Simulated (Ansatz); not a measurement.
**LiPtF3 (built on the sites of a database entry of KPdF3): relaxing the cell for a phonon run**

Wanted: the relaxed cell of LiPtF3 (built on the sites of a database entry of KPdF3).

Calculated with Ansatz 0.2.0; DFT LDA, scalar-relativistic, plane waves, PAW.

The structure was built from a prototype and need not be the compound's stable phase.

## Step 1: The starting structure

It takes space group Pm-3m (No. 221, cubic). Conventional cell: a = 3.473 Å, b = 3.473 Å, c = 3.473 Å, α = 90.00°, β = 90.00°, γ = 90.00°. Li has 12 F at 2.46 Å nearest. Pt has 6 F at 1.74 Å nearest. Nearest to F lie 2 Pt at 1.74 Å. Farther neighbours and most contacts between anions are not listed.

## Step 2: Probe on a coarse mesh

First a cheap look: the gap decides the mesh and the occupations, the pressure tells how far the cell has to move.

The input, input.yaml:

```yaml
crystal:
  lattice:
    - [3.473, 0.0, 0.0]
    - [0.0, 3.473, 0.0]
    - [0.0, 0.0, 3.473]
  atoms:
    - { symbol: Li, position: [0.5, 0.5, 0.5] }
    - { symbol: Pt, position: [0.0, 0.0, 0.0] }
    - { symbol: F, position: [0.0, 0.5, 0.0] }
    - { symbol: F, position: [0.0, 0.0, 0.5] }
    - { symbol: F, position: [0.5, 0.0, 0.0] }
kpoints:
  mp_grid: { grid: [6, 6, 6] }
hamiltonian:
  xc: lda
scf:
  occupations: { method: gaussian, width: 0.1 }
output:
  forces: true
  stress: true
  eigenvalues: true
```

Run with:

```sh
$ ansatz run input.yaml --threads 8 --pin off --max-ram 14336MiB --backend cpu --events-out ev --progress --plain --runs-dir out
```

Numbers of over 12 decimals in the logs are rounded to 6 here.

Log:

```text
Engine: ansatz 0.2.0, aarch64-unknown-linux-gnu
Pseudopotentials: kind: paw
Pseudopotential: Li, paw, valence charge 3, recommended cutoff 420 eV (normal), Li.paw.azcp
Pseudopotential: Pt, paw, valence charge 18, recommended cutoff 420 eV (normal), Pt.paw.azcp
Pseudopotential: F, paw, valence charge 7, recommended cutoff 420 eV (normal), F.paw.azcp
Functional definition: SPW92
  exchange = slater_x
  correlation = pw_c
[...]
k-point 0: bands = [... 17 lower, 10.9636, 10.9636, 10.9636, 15.8264, 15.8264, 16.0902, 24.1221, 24.1221, ... 1 higher]
  k-point 1: bands = [... 17 lower, 10.9837, 11.8986, 11.8986, 15.8308, 16.4309, 17.2418, 22.1656, 24.0074, ... 1 higher]
  k-point 2: bands = [... 17 lower, 11.0243, 13.4565, 13.4565, 15.8391, 17.2698, 19.1825, 20.6725, 23.8282, ... 1 higher]
  k-point 19: bands = [... 17 lower, 15.7831, 15.7831, 15.7831, 19.8955, 22.3046, 22.3046, 22.3046, 23.0195, ... 1 higher]
[key lines of the parts left out:]
SCF converged after 7 iterations
Free energy (F): -14813.728886 eV
Fermi energy:    17.986610 eV
P = ⅓ Tr σ = 194.8344 GPa (1948.344 kbar)
```

Run time: 0.64 s. Hardware: 8 threads of Arm Neoverse N1, shared host; peak memory 0.33 GiB; 2.6 s of CPU time.

Numbers from this step:

* pressure: 194.8 GPa
* volume per atom: 8.378 Å³
* gap on the k-mesh: 0 eV

The coarse mesh shows no gap and a pressure of 194.8 GPa.

## Step 3: Coarse relaxation

A rough relaxation comes first, because large forces or stress need no tight tolerances yet.

input.yaml, as its differences from that of step 2:

```diff
@@ -21 +21,6 @@
   eigenvalues: true
+relax:
+  adjacent_minimum: "off"
+  f_tol: 0.05
+  max_steps: 80
+  cell: { stress_tol: 0.5 }
```

Log:

```text
[...]
Crystal: 5 atoms, lattice volume = 41.890 Å³
Basis set: ecut = 420 eV, 799 PW (Γ)
Bands: 26, of which v1, the nominal top of the filled ones, is band 21 counted from 1 (20 counted from 0)
Symmetry: 48 space group operations
[...]
k-points: 20 of 216
[...]
F+E_penalty+E_count = -14825.48504217 eV   max|allowed force component| = 3.386e-30 eV/Å   (the final SCF, on the basis selected at the relaxed cell)
  cell:  # Å, volume = 74.5165 Å³
    - [4.208081, 0, 0]
    - [0, 4.208081, 0]
    - [0, 0, 4.208081]
  atoms:
    - { symbol: Li, position: [0.5, 0.5, 0.5] }
    - { symbol: Pt, position: [0, 0, 0] }
    - { symbol: F, position: [0, 0.5, 0] }
    - { symbol: F, position: [0, 0, 0.5] }
    - { symbol: F, position: [0.5, 0, 0] }
[key lines of the parts left out:]
SCF converged after 4 iterations
Free energy (F): -14825.485042 eV
Fermi energy:    6.379633 eV
P = ⅓ Tr σ = 0.3322 GPa (3.322 kbar)
```

Wall time 7.3 s (8 threads); peak memory 0.41 GiB.

The steps of the relaxation:

| step | energy less that of the first step (eV) | largest force component (eV/Å) | pressure (GPa) | volume (Å³) |
| --- | --- | --- | --- | --- |
| 1 | 0.0000 | 0.0000 | 194.83 | 41.89 |
| 2 | -5.7564 | 0.0000 | 102.72 | 48.32 |
| 3 | -8.8453 | 0.0000 | 43.92 | 55.38 |
| 4 | -9.8158 | 0.0000 | 5.79 | 62.13 |
| 5 | -9.8323 | 0.0000 | 0.14 | 63.30 |
| 6* | -11.0659 | 0.0000 | 22.45 | 63.30 |
| 7 | -11.5190 | 0.0000 | 10.36 | 68.17 |
| 8 | -11.6407 | 0.0000 | 1.27 | 72.97 |
| 9 | -11.6358 | 0.0000 | 0.01 | 73.70 |
| 10* | -11.7519 | 0.0000 | 1.41 | 73.70 |
| 11 | -11.7524 | 0.0000 | 0.31 | 74.52 |
| 12* | -11.7562 | 0.0000 | 0.33 | 74.52 |

Relaxation steps marked * repeat the geometry before them on a plane-wave basis chosen anew for their cell, so energy and pressure can jump there.

The run keeps the 48 symmetry operations that it works with, so distortions that break them were not tested.

| cell as run | before | after | change |
| --- | --- | --- | --- |
| a (Å) | 3.473 | 4.208 | +21.2 % |
| b (Å) | 3.473 | 4.208 | +21.2 % |
| c (Å) | 3.473 | 4.208 | +21.2 % |
| volume (Å³/atom) | 8.38 | 14.90 | +77.9 % |

The relaxed structure:

```xyz
5
Lattice="4.2081 0.0000 0.0000 0.0000 4.2081 0.0000 0.0000 0.0000 4.2081" Properties=species:S:1:pos:R:3 pbc="T T T"
Li    2.1040    2.1040    2.1040
Pt    0.0000    0.0000    0.0000
F     0.0000    2.1040    0.0000
F     0.0000    0.0000    2.1040
F     2.1040    0.0000    0.0000
```

This step gave:

```yaml
pressure: 0.3322 GPa
volume_per_atom: 14.90 Å³
```

In this step the volume went from 8.38 to 14.90 Å³/atom.

## Step 4: Bringing the structure to rest

The cell and atoms are relaxed, since residual forces and stress would shift the frequencies.

input.yaml, the sections that differ from step 3:

```yaml
crystal:
  lattice:
    - [4.2080809765, 0.0, 0.0]
    - [0.0, 4.2080809765, 0.0]
    - [0.0, 0.0, 4.2080809765]
  atoms:
    - { symbol: Li, position: [0.5, 0.5, 0.5] }
    - { symbol: Pt, position: [0.0, 0.0, 0.0] }
    - { symbol: F, position: [0.0, 0.5, 0.0] }
    - { symbol: F, position: [0.0, 0.0, 0.5] }
    - { symbol: F, position: [0.5, 0.0, 0.0] }
kpoints:
  mp_grid: { grid: [8, 8, 8] }
relax:
  adjacent_minimum: "off"
  f_tol: 0.005
  max_steps: 80
  cell: { stress_tol: 0.05 }
# hamiltonian, scf, output: as in step 3
```

Log:

```text
[...]
Crystal: 5 atoms, lattice volume = 74.516 Å³
Basis set: ecut = 420 eV, 1419 PW (Γ)
Bands: 26, of which v1, the nominal top of the filled ones, is band 21 counted from 1 (20 counted from 0)
[... 1 set-up line as in the run before ...]
[...]
k-points: 35 of 512
[...]
SCF iter   1: F=—  HF=-14825.589730 eV  |F-HF|=—  |Δ(HF+E_count)|=         —  Δρ=1.60e-2  dr2=1.35e-1  ethr=1.77e-3  ⟨swp⟩=5.3  Hψ=3697  notcnv=0
[...]
SCF iter   7: F=-14825.548252 eV  HF=-14825.548252 eV  |F-HF|=6.60e-10  |Δ(HF+E_count)|=   6.66e-8  Δρ=1.28e-6  dr2=6.23e-10  ethr=2.34e-10  ⟨swp⟩=2.0  Hψ=3179  notcnv=0
SCF 1 converged in 7 iterations: F = -14825.548252 eV  dr2 = 6.23e-10
[...]
relax step   1: F+E_penalty+E_count = -14825.54825163 eV  Δ(F+E_penalty+E_count) = +0.000e0 eV  max|allowed force component| = 8.441e-29 eV/Å  Δτ_max = 0.0000 Å  P = +0.059 GPa  Ω = 74.516 Å³  (7 SCF iters, dr2 threshold 1.00e-7 eV, accepted)
Crystal: 5 atoms, lattice volume = 74.559 Å³
[...]
SCF iter   4: F=-14825.548072 eV  HF=-14825.548072 eV  |F-HF|=5.11e-9  |Δ(HF+E_count)|=   1.58e-8  Δρ=5.47e-6  dr2=8.14e-9  ethr=2.07e-11  ⟨swp⟩=4.0  Hψ=2983  notcnv=0
SCF 2 converged in 4 iterations: F = -14825.548072 eV  dr2 = 8.14e-9
relax step   2: F+E_penalty+E_count = -14825.54807222 eV  Δ(F+E_penalty+E_count) = +1.794e-4 eV  max|allowed force component| = 7.563e-29 eV/Å  Δτ_max = 0.0000 Å  P = +0.003 GPa  Ω = 74.559 Å³  energy of the carried Pulay correction = -1.875e-4 eV  (4 SCF iters, dr2 threshold 8.69e-9 eV, accepted)
[...]
SCF iter   1: F=—  HF=-14825.548251 eV  |F-HF|=—  |Δ(HF+E_count)|=         —  Δρ=5.17e-6  dr2=6.04e-9  ethr=1.86e-7  ⟨swp⟩=3.0  Hψ=5678  notcnv=0
eigensolver tolerance schedule: the retry pair's looser diagonalisation over-reported the residual by 12912.23 of it (diagonalisation noise at 3.42 of the residual, at the tolerance the schedule requests for it); recorded, not acted on — ethr = c·dr2/N_el stays at c = 1.0e-1
[...]
SCF iter   2: F=—  HF=-14825.548244 eV  |F-HF|=—  |Δ(HF+E_count)|=   6.31e-6  Δρ=2.58e-6  dr2=1.15e-9  ethr=1.44e-11  ⟨swp⟩=3.0  Hψ=1903  notcnv=0
[...]
SCF iter   5: F=-14825.548244 eV  HF=-14825.548244 eV  |F-HF|=7.28e-12  |Δ(HF+E_count)|=  1.82e-11  Δρ=1.07e-7  dr2=3.82e-12  ethr=1.00e-12  ⟨swp⟩=4.0  Hψ=2681  notcnv=0
SCF 3 converged in 5 iterations: F = -14825.548244 eV  dr2 = 3.82e-12
relax step   3: F+E_penalty+E_count = -14825.54824433 eV  Δ(F+E_penalty+E_count) = -1.721e-4 eV  max|allowed force component| = 4.239e-29 eV/Å  Δτ_max = 0.0000 Å  P = +0.007 GPa  Ω = 74.559 Å³  stress off target by 6.94e-3 GPa  SCF on the basis re-selected at this cell (its energy is not comparable with the rows above)  (5 SCF iters)
[...]
SCF converged after 5 iterations
Free energy (F): -14825.548244 eV
[...]
Internal energy: -14825.544031 eV  (E = F + TS)
E sigma→0 (E₀):  -14825.546138 eV
Entropy (-TS):   -0.004213 eV (-0.843 meV/atom)
Fermi energy:    6.379434 eV
[...]
--- Stress (GPa, compression-positive) ---
        0.006943       0.000000       0.000000
        0.000000       0.006943      -0.000000
        0.000000      -0.000000       0.006943
  P = ⅓ Tr σ = 0.0069 GPa (0.069 kbar)
--- Band table (eV; the first three rows and the last of 35) ---
  k-point 0: bands = [... 17 lower, 3.7761, 3.7761, 3.7761, 4.8820, 4.8820, 6.1483, 11.4935, 13.2093, ... 1 higher]
  k-point 1: bands = [... 17 lower, 3.7794, 3.9545, 3.9545, 4.8839, 5.2257, 6.4203, 11.4874, 12.6458, ... 1 higher]
  k-point 2: bands = [... 17 lower, 3.7872, 4.3446, 4.3446, 4.8883, 5.6865, 7.2694, 11.0358, 12.4422, ... 1 higher]
  k-point 34: bands = [... 17 lower, 5.4613, 5.4613, 5.4613, 8.4259, 8.4259, 10.6099, 11.9915, 11.9915, ... 1 higher]
--- Relaxed structure (2 steps of the walk, 2 accepted, 1 SCFs on fresh bases) ---
[...]
cell:  # Å, volume = 74.5587 Å³
    - [4.208876, 0, 0]
    - [0, 4.208876, 0.0]
    - [0, 0.0, 4.208876]
  atoms:
    - { symbol: Li, position: [0.500000, 0.500000, 0.500000] }
    - { symbol: Pt, position: [0, 0, 0] }
    - { symbol: F, position: [0, 0.500000, 0] }
    - { symbol: F, position: [0, 0, 0.500000] }
    - { symbol: F, position: [0.500000, 0, 0] }
```

Wall time 3 s (8 threads); peak memory 0.45 GiB.

Little changed from the start: no atom moved by 0.005 Å and no cell edge by 0.1 %.

Numbers from this step:

```
pressure        : 0.006943 GPa
volume per atom : 14.91 Å³
```

In this step the volume went from 14.90 to 14.91 Å³/atom.

## Step 5: Tight relaxation

Phonons need a cell at rest on their own settings, so the relaxation is repeated with tight tolerances on forces and stress, using the mesh and the filling of the phonon run that follows.

The input, input.yaml:

```yaml
crystal:
  lattice:
    - [4.2088759491, 0.0, 0.0]
    - [0.0, 4.2088759491, 0.0]
    - [0.0, 0.0, 4.2088759491]
  atoms:
    - { symbol: Li, position: [0.5, 0.5, 0.5] }
    - { symbol: Pt, position: [0.0, 0.0, 0.0] }
    - { symbol: F, position: [0.0, 0.5, 0.0] }
    - { symbol: F, position: [0.0, 0.0, 0.5] }
    - { symbol: F, position: [0.5, 0.0, 0.0] }
kpoints:
  mp_grid: { grid: [8, 8, 8] }
hamiltonian:
  xc: lda
scf:
  occupations: { method: methfessel_paxton, width: 0.2 }
output:
  forces: true
  stress: true
  eigenvalues: true
relax:
  adjacent_minimum: "off"
  f_tol: 0.001
  max_steps: 60
  cell: { stress_tol: 0.01 }
```

Log:

```text
[...]
Crystal: 5 atoms, lattice volume = 74.559 Å³
Basis set: ecut = 420 eV, 1419 PW (Γ)
Bands: 26, of which v1, the nominal top of the filled ones, is band 21 counted from 1 (20 counted from 0)
[... 1 set-up line as in the run before ...]
[...]
k-points: 35 of 512
[...]
--- Relaxed structure (1 steps of the walk, 1 accepted, 1 SCFs on fresh bases) ---
[...]
cell:  # Å, volume = 74.5587 Å³
    - [4.2088759491, 0.0, 0.0]
    - [0.0, 4.2088759491, 0.0]
    - [0.0, 0.0, 4.2088759491]
  atoms:
    - { symbol: Li, position: [0.500000, 0.500000, 0.500000] }
    - { symbol: Pt, position: [0.0, 0.0, 0.0] }
    - { symbol: F, position: [0.0, 0.500000, 0.0] }
    - { symbol: F, position: [0.0, 0.0, 0.500000] }
    - { symbol: F, position: [0.500000, 0.0, 0.0] }
[key lines of the parts left out:]
SCF converged after 5 iterations
Free energy (F): -14825.546105 eV
Fermi energy:    6.382457 eV
P = ⅓ Tr σ = -0.0033 GPa (-0.033 kbar)
```

Run time: 2.3 s. Hardware: 8 threads; peak memory 0.44 GiB.

Little changed from the start: no atom moved by 0.005 Å and no cell edge by 0.1 %.

This step gave:

* pressure: -0.003268 GPa

The forces vanish by symmetry and the pressure is -0.003 GPa, within the tolerances set. The cell now holds 14.91 Å³/atom.

## Step 6: Outcome

```yaml
space_group_after_relaxation_within_0p01_a: Pm-3m
lattice_constant_a: 4.209 Å
lattice_constant_b: 4.209 Å
lattice_constant_c: 4.209 Å
volume_per_atom: 14.9 Å³
```

The forces vanish by symmetry and the pressure is -0.003 GPa, within the tolerances set. The cell now holds 14.91 Å³/atom. The relaxation keeps the symmetry of its start, so it says nothing on stability against lower symmetry. Spin-orbit coupling is left out, which can matter for the heavy elements here. The starting cell was built on a prototype and not taken from a measurement, so the phase need not exist.

[Logs are printed without paths, hosts, clocks, repeated set-up lines and the standing remarks that a program may print on its own settings, such as how far it seeks lower states.]

[Hosts, paths, dates, database ids (printed as entryN), source tags and the programs' standing remarks are cut or masked in the printed files.]
